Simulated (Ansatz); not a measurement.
# BeMoS3 (built on the sites of a database entry of BaMoO3): following an unstable mode, part 2 of 3

Wanted: the energy along a soft mode of BeMoS3 (built on the sites of a database entry of BaMoO3) and the structure at the end.

Ansatz 0.2.0; DFT PBEsol, scalar-relativistic, plane waves, PAW.

So far, highest frequency on the path or at a solved wavevector (cm⁻¹): step 2 (response at finite wavevector) 522. Also lowest frequency on the path (cm⁻¹): step 2 -291.

The structure was built from a prototype and need not be the compound's stable phase.

### Step 6. Relaxing from the distorted cell

Starting from the lowest point found, all atoms and the cell are let go, so that strain and other modes of the same symmetry can join in.

The input, input.yaml:

```yaml
crystal:
  lattice:
    - [4.6206887221, 0.0, 0.0]
    - [0.0, 4.6206887221, 0.0]
    - [0.0, 0.0, 4.6206887221]
  atoms:
    - { symbol: Be, position: [0.4250306215, 0.5749693785, 0.5749693785] }
    - { symbol: Mo, position: [-0.0028752287, 0.0028752287, 0.0028752287] }
    - { symbol: S, position: [0.0130889447, 0.4964986642, -0.0130889447] }
    - { symbol: S, position: [0.0130889447, -0.0130889447, 0.4964986642] }
    - { symbol: S, position: [0.5035013358, -0.0130889447, -0.0130889447] }
kpoints:
  mp_grid: { grid: [6, 6, 6] }
hamiltonian:
  xc: pbesol
scf:
  occupations: { method: methfessel_paxton, width: 0.15 }
output:
  forces: true
  stress: true
  eigenvalues: true
relax:
  adjacent_minimum: "off"
  f_tol: 0.002
  max_steps: 120
  cell: { stress_tol: 0.03 }
```

Launch:

```sh
> ansatz run input.yaml --threads 8 --pin off --max-ram 14336MiB --backend cpu --events-out ev --progress --plain --runs-dir out
```

Numbers of over 12 decimals in the logs are rounded to 6 here.

Output:

```text
[...]
Crystal: 5 atoms, lattice volume = 98.655 Å³
Basis set: ecut = 420 eV, 1935 PW (Γ), exchange–correlation on 64×64×64 points (8 copies of the dense FFT grid, shifted against one another)
Bands: 22, of which v1, the nominal top of the filled ones, is band 17 counted from 1 (16 counted from 0)
Symmetry: 6 space group operations
[...]
k-points: 32 of 216 (time reversal used)
[...]
SCF iter   1: F=—  HF=-7640.918801 eV  |F-HF|=—  |Δ(HF+E_count)|=         —  Δρ=5.43e-3  dr2=5.45e-2  ethr=1.77e-3  ⟨swp⟩=5.8  Hψ=3381  notcnv=0
[...]
SCF iter   7: F=-7640.910086 eV  HF=-7640.910086 eV  |F-HF|=4.99e-9  |Δ(HF+E_count)|=   4.41e-8  S|Δr|=    0.00e0  Δρ=3.52e-6  dr2=2.42e-8  ethr=2.94e-10  ⟨swp⟩=5.1  Hψ=2554  notcnv=0
SCF 1 converged in 7 iterations: F = -7640.910086 eV  dr2 = 2.42e-8
[...]
relax step   1: F+E_penalty+E_count = -7640.91008629 eV  Δ(F+E_penalty+E_count) = +0.000e0 eV  max|allowed force component| = 1.014e0 eV/Å  Δτ_max = 0.0000 Å  P = +0.158 GPa  Ω = 98.655 Å³  (7 SCF iters, dr2 threshold 1.00e-7 eV, accepted)
Crystal: 5 atoms, lattice volume = 99.030 Å³
[...]
SCF iter   7: F=-7641.533207 eV  HF=-7641.533207 eV  |F-HF|=1.84e-8  |Δ(HF+E_count)|=   4.25e-7  S|Δr|=    0.00e0  Δρ=4.57e-6  dr2=2.69e-8  ethr=1.47e-9  ⟨swp⟩=5.1  Hψ=2893  notcnv=0
SCF 2 converged in 7 iterations: F = -7641.533207 eV  dr2 = 2.69e-8
relax step   2: F+E_penalty+E_count = -7641.53320669 eV  Δ(F+E_penalty+E_count) = -6.231e-1 eV  max|allowed force component| = 1.414e0 eV/Å  Δτ_max = 0.1970 Å  P = +0.232 GPa  Ω = 99.030 Å³  energy of the carried Pulay correction = -2.203e-5 eV  (7 SCF iters, dr2 threshold 5.00e-7 eV, accepted)
Crystal: 5 atoms, lattice volume = 99.215 Å³
[...]
SCF iter   8: F=-7642.325336 eV  HF=-7642.325336 eV  |F-HF|=4.34e-8  |Δ(HF+E_count)|=   1.68e-7  S|Δr|=    0.00e0  Δρ=1.12e-5  dr2=8.33e-8  ethr=1.47e-9  ⟨swp⟩=5.1  Hψ=2858  notcnv=0
SCF 3 converged in 8 iterations: F = -7642.325336 eV  dr2 = 8.33e-8
relax step   3: F+E_penalty+E_count = -7642.32533582 eV  Δ(F+E_penalty+E_count) = -7.921e-1 eV  max|allowed force component| = 1.544e0 eV/Å  Δτ_max = 0.1947 Å  P = +1.015 GPa  Ω = 99.215 Å³  energy of the carried Pulay correction = -3.292e-5 eV  (8 SCF iters, dr2 threshold 5.00e-7 eV, accepted)
[... from here on, the SCF cycles and remarks between the steps are left out ...]
relax step   4: F+E_penalty+E_count = -7643.03352553 eV  Δ(F+E_penalty+E_count) = -7.082e-1 eV  max|allowed force component| = 1.100e0 eV/Å  Δτ_max = 0.1948 Å  P = +2.527 GPa  Ω = 99.698 Å³  energy of the carried Pulay correction = -6.114e-5 eV  (8 SCF iters, dr2 threshold 5.00e-7 eV, accepted)
relax step   5: F+E_penalty+E_count = -7643.44351341 eV  Δ(F+E_penalty+E_count) = -4.100e-1 eV  max|allowed force component| = 3.605e-1 eV/Å  Δτ_max = 0.1974 Å  P = +2.194 GPa  Ω = 103.269 Å³  energy of the carried Pulay correction = -2.658e-4 eV  (8 SCF iters, dr2 threshold 5.00e-7 eV, accepted)
relax step   6: F+E_penalty+E_count = -7643.50039749 eV  Δ(F+E_penalty+E_count) = -5.688e-2 eV  max|allowed force component| = 3.860e-1 eV/Å  Δτ_max = 0.1669 Å  P = -2.072 GPa  Ω = 111.201 Å³  energy of the carried Pulay correction = -6.956e-4 eV  (8 SCF iters, dr2 threshold 5.00e-7 eV, accepted)
relax step   7: F+E_penalty+E_count = -7643.55030654 eV  Δ(F+E_penalty+E_count) = -4.991e-2 eV  max|allowed force component| = 1.854e-1 eV/Å  Δτ_max = 0.0664 Å  P = -0.462 GPa  Ω = 110.439 Å³  energy of the carried Pulay correction = -6.557e-4 eV  (8 SCF iters, dr2 threshold 5.00e-7 eV, accepted)
relax step   8: F+E_penalty+E_count = -7643.56064096 eV  Δ(F+E_penalty+E_count) = -1.033e-2 eV  max|allowed force component| = 5.519e-2 eV/Å  Δτ_max = 0.0516 Å  P = -0.000 GPa  Ω = 108.714 Å³  energy of the carried Pulay correction = -5.644e-4 eV  (8 SCF iters, dr2 threshold 5.00e-7 eV, accepted)
relax step   9: F+E_penalty+E_count = -7643.56182525 eV  Δ(F+E_penalty+E_count) = -1.184e-3 eV  max|allowed force component| = 3.283e-2 eV/Å  Δτ_max = 0.0110 Å  P = -0.050 GPa  Ω = 108.947 Å³  energy of the carried Pulay correction = -5.767e-4 eV  (7 SCF iters, dr2 threshold 2.09e-7 eV, accepted)
relax step  10: F+E_penalty+E_count = -7643.56235827 eV  Δ(F+E_penalty+E_count) = -5.330e-4 eV  max|allowed force component| = 2.045e-2 eV/Å  Δτ_max = 0.0097 Å  P = -0.046 GPa  Ω = 108.937 Å³  energy of the carried Pulay correction = -5.762e-4 eV  (8 SCF iters, dr2 threshold 6.73e-8 eV, accepted)
relax step  11: F+E_penalty+E_count = -7643.55430981 eV  Δ(F+E_penalty+E_count) = +8.048e-3 eV  max|allowed force component| = 2.572e-1 eV/Å  Δτ_max = 0.0528 Å  P = +0.287 GPa  Ω = 108.394 Å³  energy of the carried Pulay correction = -5.472e-4 eV  (9 SCF iters, dr2 threshold 2.61e-8 eV, rejected (line search))
relax step  12: F+E_penalty+E_count = -7643.56276103 eV  Δ(F+E_penalty+E_count) = -4.028e-4 eV  max|allowed force component| = 1.947e-2 eV/Å  Δτ_max = 0.0050 Å  P = +0.069 GPa  Ω = 108.737 Å³  energy of the carried Pulay correction = -5.656e-4 eV  (12 SCF iters, accepted)
relax step  13: F+E_penalty+E_count = -7643.55660025 eV  Δ(F+E_penalty+E_count) = +6.161e-3 eV  max|allowed force component| = 1.758e-1 eV/Å  Δτ_max = 0.0431 Å  P = +0.391 GPa  Ω = 107.921 Å³  energy of the carried Pulay correction = -5.218e-4 eV  (9 SCF iters, dr2 threshold 3.82e-8 eV, rejected (line search))
relax step  14: F+E_penalty+E_count = -7643.56353258 eV  Δ(F+E_penalty+E_count) = -7.716e-4 eV  max|allowed force component| = 9.500e-3 eV/Å  Δτ_max = 0.0138 Å  P = +0.109 GPa  Ω = 108.529 Å³  energy of the carried Pulay correction = -5.544e-4 eV  (11 SCF iters, accepted)
relax step  15: F+E_penalty+E_count = -7643.56361481 eV  Δ(F+E_penalty+E_count) = -8.223e-5 eV  max|allowed force component| = 1.251e-2 eV/Å  Δτ_max = 0.0025 Å  P = +0.070 GPa  Ω = 108.619 Å³  energy of the carried Pulay correction = -5.593e-4 eV  (7 SCF iters, dr2 threshold 9.08e-8 eV, accepted)
relax step  16: F+E_penalty+E_count = -7643.56365060 eV  Δ(F+E_penalty+E_count) = -3.579e-5 eV  max|allowed force component| = 5.269e-3 eV/Å  Δτ_max = 0.0016 Å  P = +0.007 GPa  Ω = 108.693 Å³  energy of the carried Pulay correction = -5.632e-4 eV  (7 SCF iters, dr2 threshold 1.69e-8 eV, accepted)
relax step  17: F+E_penalty+E_count = -7643.56365388 eV  Δ(F+E_penalty+E_count) = -3.275e-6 eV  max|allowed force component| = 3.056e-3 eV/Å  Δτ_max = 0.0008 Å  P = -0.000 GPa  Ω = 108.685 Å³  energy of the carried Pulay correction = -5.628e-4 eV  (6 SCF iters, dr2 threshold 1.73e-9 eV, accepted)
relax step  18: F+E_penalty+E_count = -7643.56365473 eV  Δ(F+E_penalty+E_count) = -8.490e-7 eV  max|allowed force component| = 8.200e-4 eV/Å  Δτ_max = 0.0004 Å  P = +0.001 GPa  Ω = 108.692 Å³  energy of the carried Pulay correction = -5.631e-4 eV  (7 SCF iters, dr2 threshold 5.84e-10 eV, accepted)
relax step  19: F+E_penalty+E_count = -7643.56490430 eV  Δ(F+E_penalty+E_count) = -1.250e-3 eV  max|allowed force component| = 9.363e-4 eV/Å  Δτ_max = 0.0000 Å  P = +0.021 GPa  Ω = 108.692 Å³  stress off target by 3.90e-2 GPa  SCF on the basis re-selected at this cell (its energy is not comparable with the rows above)  (8 SCF iters)
relax step  20: F+E_penalty+E_count = -7643.56490961 eV  Δ(F+E_penalty+E_count) = -5.310e-6 eV  max|allowed force component| = 1.932e-3 eV/Å  Δτ_max = 0.0010 Å  P = +0.001 GPa  Ω = 108.736 Å³  energy of the carried Pulay correction = -1.776e-6 eV  (6 SCF iters, dr2 threshold 3.79e-9 eV, accepted)
[...]
SCF iter   6: F=-7643.564911 eV  HF=-7643.564911 eV  |F-HF|=1.33e-10  |Δ(HF+E_count)|=  6.33e-10  S|Δr|=    0.00e0  Δρ=9.08e-8  dr2=1.32e-11  ethr=1.00e-12  ⟨swp⟩=6.5  Hψ=3403  notcnv=0
SCF 21 converged in 6 iterations: F = -7643.564911 eV  dr2 = 1.32e-11
relax step  21: F+E_penalty+E_count = -7643.56491148 eV  Δ(F+E_penalty+E_count) = -1.868e-6 eV  max|allowed force component| = 1.920e-3 eV/Å  Δτ_max = 0.0000 Å  P = +0.001 GPa  Ω = 108.736 Å³  stress off target by 2.39e-3 GPa  SCF on the basis re-selected at this cell (its energy is not comparable with the rows above)  (6 SCF iters)
[...]
SCF converged after 6 iterations
[...]
Free energy (F): -7643.564911 eV
[...]
Internal energy: -7643.560107 eV  (E = F + TS)
E sigma→0 (E₀):  -7643.563710 eV
Entropy (-TS):   -0.004804 eV (-0.961 meV/atom)
Fermi energy:    5.596852 eV
[...]
--- Forces (eV/Å), atoms counted from 1 ---
  atom   1  Be     0.00191992    -0.00191992    -0.00191992
  atom   2  Mo    -0.00114961     0.00114961     0.00114961
  atom   3  S     -0.00097561    -0.00117972     0.00097561
  atom   4  S     -0.00097561     0.00097561    -0.00117972
  atom   5  S      0.00117972     0.00097561     0.00097561
  max |Σ_I F_I| component: 1.19e-6 eV/Å
--- Stress (GPa, compression-positive) ---
        0.000745      -0.000824      -0.000824
       -0.000824       0.000745       0.000824
       -0.000824       0.000824       0.000745
  P = ⅓ Tr σ = 0.0007 GPa (0.007 kbar)
--- Band table (eV; the first three rows and the last of 32) ---
  k-point 0: bands = [... 13 lower, 3.7949, 3.7949, 4.5956, 5.2039, 5.2039, 5.4781, 6.8002, 6.8002, ... 1 higher]
  k-point 1: bands = [... 13 lower, 3.4478, 3.7251, 4.4870, 4.8029, 5.4356, 5.7754, 6.8079, 7.4391, ... 1 higher]
  k-point 2: bands = [... 13 lower, 2.9804, 3.4796, 4.4051, 5.1382, 5.7094, 6.5572, 6.8726, 7.7182, ... 1 higher]
  k-point 31: bands = [... 13 lower, 4.6875, 4.6875, 5.6409, 5.6832, 6.7254, 6.7254, 8.6689, 10.6083, ... 1 higher]
--- Relaxed structure (19 steps of the walk, 17 accepted, 2 SCFs on fresh bases) ---
  F+E_penalty+E_count = -7643.56491148 eV   max|allowed force component| = 1.920e-3 eV/Å   (the final SCF, on the basis selected at the relaxed cell)
  cell:  # Å, volume = 108.7360 Å³
    - [4.775289, -0.105396, -0.105396]
    - [-0.105396, 4.775289, 0.105396]
    - [-0.105396, 0.105396, 4.775289]
  atoms:
    - { symbol: Be, position: [0.304611, 0.695389, 0.695389] }
    - { symbol: Mo, position: [0.013142, -0.013142, -0.013142] }
    - { symbol: S, position: [0.051952, 0.469821, -0.051952] }
    - { symbol: S, position: [0.051952, -0.051952, 0.469821] }
    - { symbol: S, position: [0.530179, -0.051952, -0.051952] }
```

Run time: 17 s. Hardware: 8 threads of Intel Xeon Platinum 8559C (Emerald Rapids), shared host; peak memory 0.57 GiB; 1.8 min of CPU time.

Step by step:

| step | energy less that of the first step (eV) | largest force component (eV/Å) | pressure (GPa) | volume (Å³) |
| --- | --- | --- | --- | --- |
| 1 | 0.0000 | 1.0138 | 0.16 | 98.66 |
| 2 | -0.6231 | 1.4136 | 0.23 | 99.03 |
| 3 | -1.4153 | 1.5436 | 1.01 | 99.22 |
| 4 | -2.1234 | 1.1001 | 2.53 | 99.70 |
| 5 | -2.5334 | 0.3605 | 2.19 | 103.27 |
| 6 | -2.5903 | 0.3860 | -2.07 | 111.20 |
| 7 | -2.6402 | 0.1854 | -0.46 | 110.44 |
| 8 | -2.6506 | 0.0552 | 0.00 | 108.71 |
| 9 | -2.6517 | 0.0328 | -0.05 | 108.95 |
| 10 | -2.6523 | 0.0204 | -0.05 | 108.94 |
| 11 | -2.6442 | 0.2572 | 0.29 | 108.39 |
| 12 | -2.6527 | 0.0195 | 0.07 | 108.74 |
| 13 | -2.6465 | 0.1758 | 0.39 | 107.92 |
| 14 | -2.6534 | 0.0095 | 0.11 | 108.53 |
| 15 | -2.6535 | 0.0125 | 0.07 | 108.62 |
| 16 | -2.6536 | 0.0053 | 0.01 | 108.69 |
| 17 | -2.6536 | 0.0031 | 0.00 | 108.69 |
| 18 | -2.6536 | 0.0008 | 0.00 | 108.69 |
| 19* | -2.6548 | 0.0009 | 0.02 | 108.69 |
| 20 | -2.6548 | 0.0019 | 0.00 | 108.74 |
| 21* | -2.6548 | 0.0019 | 0.00 | 108.74 |

Relaxation steps marked * repeat the geometry before them on a plane-wave basis chosen anew for their cell, so energy and pressure can jump there. Relaxation steps 11, 13 were tried and not accepted.

Forces are held to the 6 operations that the run works with; a distortion that breaks them can't arise in this run.

| conventional cell, symmetrised | before | after | change |
| --- | --- | --- | --- |
| a (Å) | 6.535 | 6.604 | +1.1 % |
| b (Å) | 6.535 | 6.604 | +1.1 % |
| c (Å) | 8.003 | 8.636 | +7.9 % |
| volume (Å³/atom) | 19.73 | 21.75 | +10.2 % |

The atoms that moved most (Å, as changes of fractional coordinates times the final cell):

| atom | dx | dy | dz | length |
| --- | --- | --- | --- | --- |
| Be1 | -0.600 | 0.600 | 0.600 | 1.040 |
| S5 | 0.136 | -0.192 | -0.192 | 0.304 |
| S4 | 0.192 | -0.192 | -0.136 | 0.304 |
| S3 | 0.192 | -0.136 | -0.192 | 0.304 |
| Mo2 | 0.080 | -0.080 | -0.080 | 0.138 |

The relaxed structure:

```xyz
5
Lattice="4.7753 -0.1054 -0.1054 -0.1054 4.7753 0.1054 -0.1054 0.1054 4.7753" Properties=species:S:1:pos:R:3 pbc="T T T"
Be    1.3080    3.3619    3.3619
Mo    0.0655   -0.0655   -0.0655
S     0.2040    2.2326   -0.2040
S     0.2040   -0.2040    2.2326
S     2.5427   -0.3094   -0.3094
```

Numbers from this step:

```yaml
pressure: 7.45e-4 GPa
volume_per_atom: 21.75 Å³
```

The distorted start has space group R3m; the relaxation ends in R3m.

### Step 7. The new phase in its own primitive cell

The relaxed structure is symmetrised, reduced to its primitive cell and relaxed tightly, as its phonons need.

input.yaml, the sections that differ from step 6:

```yaml
crystal:
  lattice:
    - [3.3021132646, 1.9064759822, 2.8787145886]
    - [-3.3021132646, 1.9064759822, 2.8787145886]
    - [0.0, -3.8129519644, 2.8787145886]
  atoms:
    - { symbol: Be, position: [0.3046105887, 0.3046105887, 0.3046105887] }
    - { symbol: Mo, position: [0.0131417704, 0.0131417704, 0.0131417704] }
    - { symbol: S, position: [0.5301786136, 0.0519518226, 0.0519518226] }
    - { symbol: S, position: [0.0519518226, 0.5301786136, 0.0519518226] }
    - { symbol: S, position: [0.0519518226, 0.0519518226, 0.5301786136] }
relax:
  adjacent_minimum: "off"
  f_tol: 0.001
  max_steps: 60
  cell: { stress_tol: 0.01 }
# kpoints, hamiltonian, scf, output: as in step 6
```

Output:

```text
[...]
Crystal: 5 atoms, lattice volume = 108.736 Å³
Basis set: ecut = 420 eV, 2097 PW (Γ), exchange–correlation on 64×64×64 points (8 copies of the dense FFT grid, shifted against one another)
Bands: 22, of which v1, the nominal top of the filled ones, is band 17 counted from 1 (16 counted from 0)
Symmetry: 6 space group operations
[...]
k-points: 32 of 216 (time reversal used)
[...]
cell:  # Å, volume = 108.7314 Å³
    - [3.302042, 1.906435, 2.878717]
    - [-3.302042, 1.906435, 2.878717]
    - [0, -3.812870, 2.878717]
  atoms:
    - { symbol: Be, position: [0.304648, 0.304648, 0.304648] }
    - { symbol: Mo, position: [0.013132, 0.013132, 0.013132] }
    - { symbol: S, position: [0.530178, 0.051939, 0.051939] }
    - { symbol: S, position: [0.051939, 0.530178, 0.051939] }
    - { symbol: S, position: [0.051939, 0.051939, 0.530178] }
[key lines of the parts left out:]
SCF converged after 10 iterations
Free energy (F): -7643.564913 eV
Fermi energy:    5.597822 eV
P = ⅓ Tr σ = -0.0004 GPa (-0.004 kbar)
```

The job ended after 3.3 s (8 threads; peak memory 0.56 GiB; 21 s of CPU time).

Little changed from the start: no atom moved by 0.005 Å and no cell edge by 0.1 %.

Numbers from this step:

```yaml
pressure: -4.25e-4 GPa
```

The largest force component left is 0.21 meV/Å and the pressure is 0.000 GPa, within the tolerances set. The cell now holds 21.75 Å³/atom.

(Part 2 of 3 ends here.)

[Logs are printed without paths, hosts, clocks, repeated set-up lines and the standing remarks that a program may print on its own settings, such as how far it seeks lower states.]

[Hosts, paths, dates, database ids (printed as entryN), source tags and the programs' standing remarks are cut or masked in the printed files.]
